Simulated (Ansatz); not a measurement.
# Settings and their price: AlP(100) slab, H on both faces (72 atoms)

The cell holds 72 atoms: 18 Al, 18 P and 36 H. Its edges and angles: a = 11.589 Å, b = 11.589 Å, c = 15.829 Å, α = 90.0°, β = 90.0°, γ = 90.0°. It derives from AlP (zinc-blende). Zinc-blende AlP (a = 5.463 Å), (100) slab of 4 atomic planes, 3 x 3 surface cells, H on the broken bonds of both faces, 10 Å of vacuum; displaced by a Gaussian of 0.02 Å. Regions: slab, 36 atoms (18 Al and 18 P); hydrogen, 36 atoms (36 H). Vacuum lies along c.

Geometry: as built.

Reference run: Kohn-Sham DFT, RPBE, PAW (set soft_2), plane waves (Ansatz 0.2.0), cutoff 420 eV, k-mesh 3×3×1, gaussian smearing of 0.05 eV.

```
r.m.s. force component                           : 0.5513 eV/Å
spacing of highest filled and lowest empty level : 0.0406 eV
SCF cycles                                       : 17
time                                             : 2.2 min on 4 threads of Arm Neoverse V1, shared host
```

**Question.** The cell is repeated and solved at Γ. How do error, time and memory go?
- plane waves, 72 atoms (1×1×1)
- support functions, 72 atoms (1×1×1)
- plane waves, 288 atoms (2×2×1)
- support functions, 288 atoms (2×2×1)
- support functions, 648 atoms (3×3×1)

Differences are against the typed cell on a 3×3×1 mesh, which samples like Γ on 648 atoms (r.m.s. force component 0.551 eV/Å). Every repeated cell is solved at Γ, and forces are averaged over the copies of each atom. Hardware: 4 threads of Arm Neoverse V1, shared host.

| atoms | repeats | basis | Δ force, r.m.s. (meV/Å) | Δ energy (meV/atom) | less plane waves of the same size (meV/atom) | spread among copies (meV/Å) | SCF cycles | time | host memory (GiB) |
| --- | --- | --- | --- | --- | --- | --- | --- | --- | --- |
| 72 | 1×1×1 | plane waves | 105 | 27.5 | - | - | 22 | 16 s | 1.5 |
| 72 | 1×1×1 | support functions | 104 | 25.9 | -1.6 | - | 41 | 2.6 min | 2.4 |
| 288 | 2×2×1 | plane waves | 37.2 | -0.0366 | - | 0 | 25 | 5.4 min | 11 |
| 288 | 2×2×1 | support functions | 37.5 | -1.59 | -1.6 | 0.083 | 39 | 10 min | 7.5 |
| 648 | 3×3×1 | support functions | 1.65 | -1.51 | - | 0.053 | 50 | 33 min | 13 |

Repeating the cell at Γ samples more k-points: in plane waves the energy difference from the dense mesh goes from 27.5 meV/atom at 72 atoms to -0.0366 at 288, and the force difference from 105 to 37 meV/Å. At equal size the support functions lie 1.6 meV/atom below plane waves, likely because their grid holds more waves than 420 eV; no run tests this. At the largest size the support functions' forces differ from the reference by 0.30 % of the r.m.s. force, where they sample the same k-points.

[Logs are printed without paths, hosts, clocks, repeated set-up lines and the standing remarks that a program may print on its own settings, such as how far it seeks lower states.]

[Hosts, paths, dates, database ids (printed as entryN), source tags and the programs' standing remarks are cut or masked in the printed files.]
